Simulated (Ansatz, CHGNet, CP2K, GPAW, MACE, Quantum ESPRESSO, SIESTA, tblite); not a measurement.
# GPAW on random packing of P38S62 (at. %) (64 atoms): settings against a plane-wave reference

How do the settings of GPAW change the result for random packing of P38S62 (at. %) (64 atoms)? A plane-wave run serves as the yardstick.

Program: GPAW 26.7.0. Level of theory: the method is named at each step. Results are calculated unless marked as measured.

### 1. The starting structure

The cell holds 64 atoms: 24 P and 40 S. Cell: a = 11.721 Å, b = 11.721 Å, c = 11.721 Å, α = 90.0°, β = 90.0°, γ = 90.0°. 64 atoms (24 P, 40 S) packed at random in a cube at 2.09 g/cm³ and pushed apart as soft spheres; a start for melting by ab initio MD, not an equilibrated structure. Then every atom was moved at random, 0.02 Å r.m.s. a Cartesian component.

The yardstick, on the same geometry:

* method: Kohn-Sham DFT, PBE, SSSP efficiency 1.3.0 pseudopotentials, plane waves (Quantum ESPRESSO 7.5); sssp-pbe-1.3.0-efficiency, cutoffs 45/360 Ry, Γ point
* r.m.s. force component: 0.9503 eV/Å
* longest force: 3.185 eV/Å
* pressure: -8.767 GPa
* time: 3.9 min on 4 MPI ranks of Arm Neoverse V2, shared host
* CPU time: 16 min

### 2. PBE, LCAO dzp, h 0.2 Å

Method: Kohn-Sham DFT, PBE, PAW, atomic orbitals (dzp).

run.py reads:

```python
import numpy as np
from ase.io import read
from gpaw import GPAW, FermiDirac

atoms = read("structure.xyz")
atoms.calc = GPAW(
    mode="lcao",
    basis="dzp",
    h=0.2,
    xc="PBE",
    kpts={"size": (1, 1, 1), "gamma": True},
    occupations=FermiDirac(0.05),
    maxiter=200,
    symmetry={"point_group": False},
    txt="gpaw.txt",
)
energy = atoms.get_potential_energy(force_consistent=True)
forces = atoms.get_forces()
print(f"energy {energy:.6f} eV")
print("forces (eV/A)")
for i, (a, f) in enumerate(zip(atoms, forces)):
    print(f"{i:4d} {a.symbol:2s} {f[0]:10.5f} {f[1]:10.5f} {f[2]:10.5f}")
print(f"Fermi level {atoms.calc.get_fermi_level():.4f} eV")
for k in range(len(atoms.calc.get_ibz_k_points())):
    for s in range(atoms.calc.get_number_of_spins()):
        e = atoms.calc.get_eigenvalues(kpt=k, spin=s)
        n = np.searchsorted(e, atoms.calc.get_fermi_level())
        print(f"k {k} spin {s} levels about the Fermi level:", np.round(e[max(n - 6, 0):n], 4).tolist(), "|", np.round(e[n:n + 6], 4).tolist())
```

structure.xyz reads:

```xyz
64
Lattice="11.72110 0.00000 0.00000 0.00000 11.72110 0.00000 0.00000 0.00000 11.72110" Properties=species:S:1:pos:R:3 pbc="T T T"
P 8.94226 8.89596 5.19749
P 3.87945 2.39427 3.82612
P 0.00609 1.68479 8.88506
P 0.91682 4.93599 11.35857
P 8.24017 6.43863 11.48433
P 5.43847 6.60085 2.47175
P 8.80946 8.02262 2.84342
P 7.36261 2.36438 11.58514
P 11.65113 2.45405 11.70586
P 9.90972 6.65254 8.97449
P 6.14537 0.21672 4.67695
P 10.95231 10.59001 4.85265
P 3.88801 5.43976 9.81759
P 7.44888 11.02276 11.38002
P 7.98183 3.85566 1.87256
P 9.60474 10.88140 2.88585
P 4.70684 9.99282 5.86723
P 1.87760 1.90984 7.16839
P 5.93779 8.81040 10.93532
P 3.97896 10.84987 8.97625
P 2.53774 8.75297 5.20827
P 2.52074 4.19826 6.16249
P 1.47475 5.93064 2.46167
P 2.07979 11.37392 4.28570
S 7.48451 2.17977 5.99288
S 5.96897 6.36608 10.54981
S 1.75840 4.95381 8.39055
S 7.64333 7.35487 6.78382
S 0.08052 3.34684 3.38365
S 4.49610 0.13749 2.03279
S 10.57818 11.30219 9.88980
S 1.71714 2.24400 1.82076
S 6.06262 8.87463 2.58427
S 4.82101 2.44666 6.26469
S 11.59393 10.87144 7.16183
S 11.44155 7.33577 5.27707
S 7.62680 4.67730 8.73351
S 2.87331 7.64251 8.51175
S 9.82732 4.46597 7.49353
S 6.07223 0.57023 7.07181
S 3.41717 4.66500 0.55652
S 8.80137 8.96817 7.96191
S 8.08369 11.00482 5.82890
S 11.22530 2.78646 6.33232
S 0.66658 8.33136 9.97044
S 3.50332 9.54344 3.19834
S 2.06033 10.85421 11.19764
S 10.14801 3.85601 10.03748
S 9.33468 0.77195 0.91612
S 6.52607 10.47116 8.94718
S 3.51422 5.12435 3.45995
S 4.45050 6.35354 7.30154
S 1.84490 11.29480 1.84853
S 7.72796 1.05033 9.18524
S 5.67993 3.75462 0.79258
S 2.20697 7.23122 11.72098
[... 4 atom lines left out ...]
S 5.53857 0.62579 10.53610
S 10.04838 1.09991 4.56056
S 5.52228 4.76521 5.81285
S 10.61264 7.71846 0.19633
```

Launch:

```sh
> OMP_NUM_THREADS=1 python run.py > output.txt
```

What it wrote:

```text
energy -217.888437 eV
forces (eV/A)
   0 P    -0.18248   -0.58404    0.10510
   1 P    -0.03542   -0.71117   -0.52479
   2 P    -0.78574   -0.59948    0.48272
   3 P     0.23805   -0.10463    1.06524
   4 P     0.69513    0.40414   -0.43077
   5 P     0.66554    1.42135   -0.00262
   6 P    -0.59330    0.64338    0.92104
   7 P    -0.24337    0.82597    1.31933
   8 P     0.59493    0.86942   -0.83298
   9 P    -0.99673    0.19420    0.47170
  10 P     0.13518   -1.20357    1.68989
  11 P     0.65562    1.27152    1.24776
  12 P    -0.82705   -0.62083   -0.91811
  13 P    -0.53217    1.08759   -1.38015
  14 P    -0.91797    0.64329   -1.72566
  15 P     0.52490    0.50606   -0.58367
  16 P    -0.39278    0.10798   -0.38962
  17 P    -1.48739    0.89823   -0.26606
  18 P     0.39555   -0.64299   -0.76315
  19 P     0.88349    0.02576    0.51459
  20 P     1.01436    1.70444   -0.83995
  21 P    -0.41278   -0.24980    2.06031
  22 P     0.24865   -0.63432    0.37840
  23 P     0.45914   -1.57209    0.28123
[...]
56 S     0.21068    0.46320   -0.30904
  57 S    -0.26199    0.46663   -0.19466
  58 S    -0.07422    1.01210    0.42365
  59 S    -2.23695    1.14028   -0.31498
  60 S    -0.03192   -0.00828    1.03761
  61 S     0.74733   -1.48111   -0.84946
  62 S    -0.44179    0.08050    0.81356
  63 S    -0.17294    0.21907   -0.45881
Fermi level 3.0991 eV
k 0 spin 0 levels about the Fermi level: [2.9514, 2.9706, 2.9753, 3.0066, 3.0396, 3.0466] | [3.1061, 3.1628, 3.2215, 3.2486, 3.2963, 3.3206]
```

gpaw.txt:

```text
Input parameters:
  mode=LCAO(),
  basis={'default': 'dzp'},
  h=0.2,
  kpts=MonkhorstPack(size=(1, 1, 1), gamma=True),
  maxiter=200,
  occupations=Occupations(name='fermi-dirac', width=0.05, fixmagmom=False),
  symmetry=Symmetry(point_group=False),
  xc=XC(name='PBE')
Unit cell  # Å
| periodic |         x |         y |         z |   lengths |    angles |
|----------|-----------|-----------|-----------|-----------|-----------|
|      yes | 11.721100 |  0.000000 |  0.000000 | 11.721100 | 90.000000 |
|      yes |  0.000000 | 11.721100 |  0.000000 | 11.721100 | 90.000000 |
|      yes |  0.000000 |  0.000000 | 11.721100 | 11.721100 | 90.000000 |
Number of symmetries: 1
Symmetry operations  # r_c * U_cc + t_c -> r_c
|   | kind |            matrix            |
|---|------|------------------------------|
| 0 |  E   |  1, 0, 0,  0, 1, 0,  0, 0, 1 |
BZ-sampling:
  Number of BZ points: 1
  Number of IBZ points: 1
  Monkhorst-Pack size: [1, 1, 1]
  Monkhorst-Pack shift: [0, 0, 0]
[... lines left out ...]
  Fermi-Dirac:
[... lines left out ...]
    Stencil: 6*3+1=19 point O(h^6) finite-difference Laplacian
xc functional:
  name: PBE with 2 nearest neighbor stencil
interpolation: tri-quintic # 5. degree polynomial
Initialization done in: 6.082 s
convergence criteria:
- Maximum [total energy] change in last 3 cyles: 0.0005 eV / valence electron
- Maximum integral of absolute [dens]ity change: 0.0001 electrons / valence electron
- Maximum integral of absolute [eigenst]ate change: 4e-08 eV^2 / valence electron
maximum number of iterations: 200
SCF iterations
|iter     |      energy | eigst |  dens |
|---------|-------------|-------|-------|
|iter:   1| -226.464676 |      c|       |
|iter:   2| -222.744903 |      c| -1.05 |
|iter:   3| -222.671810 |      c| -1.13 |
|iter:   4| -220.979369 |      c| -1.18 |
[...]
|iter:   8| -217.785601 |      c| -1.81 |
|iter:   9| -217.728720 |      c| -1.97 |
|iter:  10| -217.693047c|      c| -2.13 |
|iter:  11| -217.711678c|      c| -2.34 |
|iter:  12| -217.691385c|      c| -2.27 |
[...]
|iter:  21| -217.674540c|      c| -3.70 |
|iter:  22| -217.674603c|      c| -3.89 |
|iter:  23| -217.674594c|      c| -4.09c|
Converged in 23 steps
SCF loop duration: 89.525 s (3.892 s/step)
Energy contributions relative to reference atoms: (reference = -657574.723711)
Energy contributions:
  Kinetic:         -45.427217
  Coulomb:         -14.252177
  Zero:              1.178554
  External:          0.000000
  Xc:             -158.959911
  Entropy:          -0.427686
  Spinorbit:         0.000000
  ----------------------------
  Free energy:    -217.888437
  Extrapolated:   -217.674594
dipole moment: (13.786110, 11.688769, 133.274308)  # |e|*Ang
Fermi level: 3.099
Eigenvalues  # (at kpt = [0.000, 0.000, 0.000])
| band index |      eig [eV] | occ [0-2] |
|------------|---------------|-----------|
|          0 |       -12.695 |     2.000 |
|        ... |               |           |
|        172 |         2.837 |     1.989 |
|        173 |         2.877 |     1.977 |
[...]
|        187 |         3.401 |     0.005 |
|        ... |               |           |
|        219 |         4.878 |     0.000 |
Gap: 0.060 eV
Transition (v -> c):
  (s=0, k=0, n=179, [0.00, 0.00, 0.00]) -> (s=0, k=0, n=180, [0.00, 0.00, 0.00])
No difference between direct/indirect transitions
Force computation time: 6.628  # s
timing:  # [seconds]
  Total:  102.258  # ━━━━━━━━━━━━━━━━━━━━━━━━━━━━━━━━━━━━━━━━━━━━━━━━━━━━━━━━
  Init:     6.082  # ━━━╸
  SCF:     89.525  # ━━━━━━━━━━━━━━━━━━━━━━━━━━━━━━━━━━━━━━━━━━━━━━━━━
  Forces:   6.628  # ━━━╸
```

The job ended after 1.7 min (1 thread of Arm Neoverse V2, shared host; peak memory 1.2 GiB).

Banners, paths, timers and routine set-up lines are dropped from the logs unmarked, and long logs keep their key lines alone; longer cuts are marked.

Compared with the plane-wave run:

* r.m.s. force component: 0.8955 eV/Å
* r.m.s. difference of force components: 125.5 meV/Å
* longest difference of force vectors: 462.3 meV/Å
* force difference over r.m.s. force: 13.21 %
* slope of forces against the reference's: 0.9354
* correlation of force components: 0.9925

Length of the force difference by element (eV/Å):

```tsv
element	atoms	mean	most
P	24	0.18	0.39
S	40	0.21	0.46
```

A closer look about S29, picked at random: 11 atoms, nearest first, numbered in the order of the input, with positions taken from that point.

```tsv
atom	x	y	z	distance (Å)	Fx	Fy	Fz (eV/Å)
S29	0.00	0.00	0.00	0.00	0.87	0.07	-1.09
S32	1.64	-1.10	-1.56	2.52	-1.51	0.56	0.84
S44	-0.58	-0.56	2.95	3.06	0.81	-0.40	0.93
S57	-2.35	1.86	0.65	3.07	0.21	0.46	-0.31
P23	1.39	2.58	-0.92	3.08	0.25	-0.63	0.38
S62	-1.75	-2.25	1.18	3.08	0.75	-1.48	-0.85
P9	-0.15	-0.89	-3.40	3.52	0.59	0.87	-0.83
P22	2.44	0.85	2.78	3.79	-0.41	-0.25	2.06
S60	1.85	2.87	1.72	3.83	-2.24	1.14	-0.31
S51	3.43	1.78	0.08	3.87	0.06	0.08	-0.97
P2	3.80	-0.95	0.44	3.94	-0.04	-0.71	-0.52
```

Atoms are counted from 1 here, from 0 in the log.

Forces lie 13 % from the reference's, at 0.11 times its CPU time (on 1 against 4 cores).

### 3. PBE, plane waves 550 eV

Method: Kohn-Sham DFT, PBE, PAW, plane waves.

Edit run.py of step 2 so:

```diff
@@ -2,3 +2,4 @@
 from ase.io import read
-from gpaw import GPAW, FermiDirac
+from gpaw import GPAW, FermiDirac, PW
+from ase.parallel import parprint as print
 
@@ -6,5 +7,3 @@
 atoms.calc = GPAW(
-    mode="lcao",
-    basis="dzp",
-    h=0.2,
+    mode=PW(550),
     xc="PBE",
@@ -14,2 +13,3 @@
     symmetry={"point_group": False},
+    nbands=216,
     txt="gpaw.txt",
@@ -22,2 +22,6 @@
     print(f"{i:4d} {a.symbol:2s} {f[0]:10.5f} {f[1]:10.5f} {f[2]:10.5f}")
+stress = -atoms.get_stress(voigt=False) * 160.21766
+print("stress (GPa, compression positive)")
+for row in stress:
+    print(" ".join(f"{x:10.4f}" for x in row))
 print(f"Fermi level {atoms.calc.get_fermi_level():.4f} eV")
```

structure.xyz is that of step 2.

Launch:

```sh
> OMP_NUM_THREADS=1 mpirun -np 2 gpaw python run.py > output.txt
```

What it wrote:

```text
energy -229.712340 eV
forces (eV/A)
   0 P    -0.18400   -0.42701    0.15013
   1 P    -0.01087   -0.65421   -0.40752
   2 P    -0.75972   -0.61255    0.43108
   3 P     0.39940   -0.09818    1.09384
   4 P     0.62934    0.45920   -0.51939
   5 P     0.60931    1.53150    0.03406
   6 P    -0.59607    0.71744    1.00327
   7 P    -0.33784    0.75129    1.35544
   8 P     0.59590    0.95237   -0.84504
   9 P    -1.09714    0.09225    0.44646
  10 P     0.21610   -1.12872    2.03416
  11 P     0.44990    1.35187    1.23403
[...]
59 S    -2.20566    1.04915   -0.40129
  60 S     0.32283   -0.21851    0.86232
  61 S     0.79318   -1.63069   -0.84342
  62 S    -0.61517   -0.00807    0.94394
  63 S    -0.24213    0.22767   -0.50458
stress (GPa, compression positive)
   -7.6379    -1.3869    -0.4563
   -1.3869    -9.3076    -0.1142
   -0.4563    -0.1142    -9.3151
Fermi level 3.0344 eV
k 0 spin 0 levels about the Fermi level: [2.8851, 2.9086, 2.9136, 2.9404, 2.9699, 2.9824] | [3.0441, 3.0993, 3.1541, 3.184, 3.2282, 3.2595]
```

gpaw.txt:

```text
Input parameters:
  mode=PW(ecut=550.0),
  kpts=MonkhorstPack(size=(1, 1, 1), gamma=True),
  maxiter=200,
  nbands=216,
  occupations=Occupations(name='fermi-dirac', width=0.05, fixmagmom=False),
  symmetry=Symmetry(point_group=False),
  xc=XC(name='PBE')
[... lines left out ...]
  Converge bands: occupied
[... lines left out ...]
  Fermi-Dirac:
[... lines left out ...]
convergence criteria:
- Maximum [total energy] change in last 3 cyles: 0.0005 eV / valence electron
[... lines left out ...]
Converged in 24 steps
[... lines left out ...]
  Free energy:    -229.712340
[... lines left out ...]
Fermi level: 3.034
[... lines left out ...]
|------------|---------------|-----------|
|          0 |       -12.642 |     2.000 |
|        ... |               |           |
|        172 |         2.768 |     1.990 |
|        173 |         2.810 |     1.978 |
[...]
|        ... |               |           |
[...]
Gap: 0.062 eV
Transition (v -> c):
  (s=0, k=0, n=179, [0.00, 0.00, 0.00]) -> (s=0, k=0, n=180, [0.00, 0.00, 0.00])
No difference between direct/indirect transitions
Force computation time: 4.206  # s
Stress tensor  # eV/Ang^3
|        x |        y |        z |
|----------|----------|----------|
[...]
| 0.008657 | 0.058093 | 0.000713 |
| 0.002848 | 0.000713 | 0.058140 |
Stress computation time: 23.629  # s
```

The job ended after 3.3 min (2 MPI ranks; peak memory 1.5 GiB; 6.7 min of CPU time).

Numbers from this run, and their distance from the reference:

```yaml
r_m_s_force_component: 0.9447 eV/Å
r_m_s_difference_of_force_components: 7.901 meV/Å
longest_difference_of_force_vectors: 31.75 meV/Å
force_difference_over_r_m_s_force: 0.8315 %
slope_of_forces_against_the_reference_s: 0.9941
correlation_of_force_components: 1
pressure: -8.754 GPa
pressure_difference: 0.0138 GPa
```

Against the first run (13 %), the force difference from the reference is 0.83 %, at 3.9 times the CPU time (on 2 against 1 cores).

The run ends at a pressure of -8.75 GPa, with forces up to 3.2 eV/Å.

### 4. PBE, LCAO szp(dzp), h 0.2 Å

Method: Kohn-Sham DFT, PBE, PAW, atomic orbitals (szp(dzp)).

Edit run.py of step 3 so:

```diff
@@ -2,4 +2,3 @@
 from ase.io import read
-from gpaw import GPAW, FermiDirac, PW
-from ase.parallel import parprint as print
+from gpaw import GPAW, FermiDirac
 
@@ -7,3 +6,5 @@
 atoms.calc = GPAW(
-    mode=PW(550),
+    mode="lcao",
+    basis="szp(dzp)",
+    h=0.2,
     xc="PBE",
@@ -13,3 +14,2 @@
     symmetry={"point_group": False},
-    nbands=216,
     txt="gpaw.txt",
@@ -22,6 +22,2 @@
     print(f"{i:4d} {a.symbol:2s} {f[0]:10.5f} {f[1]:10.5f} {f[2]:10.5f}")
-stress = -atoms.get_stress(voigt=False) * 160.21766
-print("stress (GPa, compression positive)")
-for row in stress:
-    print(" ".join(f"{x:10.4f}" for x in row))
 print(f"Fermi level {atoms.calc.get_fermi_level():.4f} eV")
```

structure.xyz is that of step 3.

Launch:

```sh
> OMP_NUM_THREADS=1 python run.py > output.txt
```

What it wrote:

```text
energy -209.746680 eV
forces (eV/A)
   0 P    -0.10097   -0.84750    0.19512
   1 P    -0.13783   -0.83764   -0.71065
   2 P    -0.99182   -0.55615    0.62211
   3 P     0.18087    0.02861    0.98699
   4 P     0.93038    0.45977   -0.20004
   5 P     0.67061    1.11594   -0.10948
   6 P    -0.56084    0.44815    0.56138
   7 P    -0.03685    0.59392    1.02276
   8 P     0.43712    0.68381   -0.78311
   9 P    -0.95483    0.28160    0.60316
  10 P    -0.06554   -1.11917    1.04147
  11 P     1.06111    0.99499    1.30172
  12 P    -1.03700   -0.29450   -1.28838
  13 P    -0.15308    0.98253   -1.09428
  14 P    -0.63919    0.84727   -1.39678
  15 P     0.26131    0.39290   -0.95534
  16 P    -0.25966    0.09779   -0.22694
  17 P    -1.15637    0.62174   -0.38535
  18 P     0.27476   -0.63823   -0.66099
  19 P     0.64315    0.00744    0.46609
  20 P     0.61690    1.48014   -0.44036
  21 P    -0.18990   -0.53162    1.95421
  22 P    -0.11658   -0.51466    0.14869
  23 P     0.41872   -1.34043    0.75209
[...]
56 S     0.35226    0.49847   -0.27361
  57 S    -0.39368    0.21380   -0.21885
  58 S     0.01911    0.38805    0.37247
  59 S    -2.38321    1.39821   -0.28335
  60 S    -0.40941    0.24558    1.08374
  61 S     0.66938   -1.01795   -0.81767
  62 S    -0.25157    0.13888    0.64064
  63 S    -0.09422    0.21697   -0.35114
Fermi level 3.2226 eV
k 0 spin 0 levels about the Fermi level: [3.078, 3.0871, 3.1001, 3.1319, 3.1671, 3.1756] | [3.2255, 3.2836, 3.3476, 3.3667, 3.4104, 3.4422]
```

gpaw.txt:

```text
Input parameters:
  mode=LCAO(),
  basis={'default': 'szp(dzp)'},
  h=0.2,
  kpts=MonkhorstPack(size=(1, 1, 1), gamma=True),
  maxiter=200,
  occupations=Occupations(name='fermi-dirac', width=0.05, fixmagmom=False),
  symmetry=Symmetry(point_group=False),
  xc=XC(name='PBE')
Unit cell  # Å
| periodic |         x |         y |         z |   lengths |    angles |
[... lines left out ...]
  Fermi-Dirac:
[... lines left out ...]
convergence criteria:
- Maximum [total energy] change in last 3 cyles: 0.0005 eV / valence electron
[... lines left out ...]
Converged in 23 steps
[... lines left out ...]
  Free energy:    -209.746680
  Extrapolated:   -209.529166
dipole moment: (13.878997, 11.557890, 133.210768)  # |e|*Ang
Fermi level: 3.223
Eigenvalues  # (at kpt = [0.000, 0.000, 0.000])
| band index |      eig [eV] | occ [0-2] |
|------------|---------------|-----------|
|          0 |       -12.635 |     2.000 |
|        ... |               |           |
|        172 |         2.959 |     1.990 |
|        173 |         3.001 |     1.977 |
[...]
|        187 |         3.520 |     0.005 |
|        ... |               |           |
|        219 |         5.009 |     0.000 |
Gap: 0.050 eV
Transition (v -> c):
  (s=0, k=0, n=179, [0.00, 0.00, 0.00]) -> (s=0, k=0, n=180, [0.00, 0.00, 0.00])
No difference between direct/indirect transitions
Force computation time: 5.306  # s
timing:  # [seconds]
  Total:  85.290  # ━━━━━━━━━━━━━━━━━━━━━━━━━━━━━━━━━━━━━━━━━━━━━━━━━━━━━━━━━
  Init:    5.793  # ━━━━
  SCF:    74.167  # ━━━━━━━━━━━━━━━━━━━━━━━━━━━━━━━━━━━━━━━━━━━━━━━━━╸
  Forces:  5.307  # ━━━╸
```

The job ended after 87 s (1 thread; peak memory 1.2 GiB).

Numbers from this run, and their distance from the reference:

```yaml
r_m_s_force_component: 0.807 eV/Å
r_m_s_difference_of_force_components: 323.2 meV/Å
longest_difference_of_force_vectors: 1060 meV/Å
force_difference_over_r_m_s_force: 34.01 %
slope_of_forces_against_the_reference_s: 0.8028
correlation_of_force_components: 0.9453
```

This is a coarse setting, run to see what it loses.

Against the first run (13 %), the force difference from the reference is 34 %, at 0.84 times the CPU time, with 576 basis functions against 832: the smaller basis costs accuracy.

[end of part 1 of 2]

[Also dropped from logs without a mark: logging warnings of Python, and SIESTA's first energy breakdown and zero terms.]

[Logs are printed without paths, hosts, clocks, repeated set-up lines and the standing remarks that a program may print on its own settings, such as how far it seeks lower states.]

[Hosts, paths, dates, database ids (printed as entryN), source tags and the programs' standing remarks are cut or masked in the printed files.]
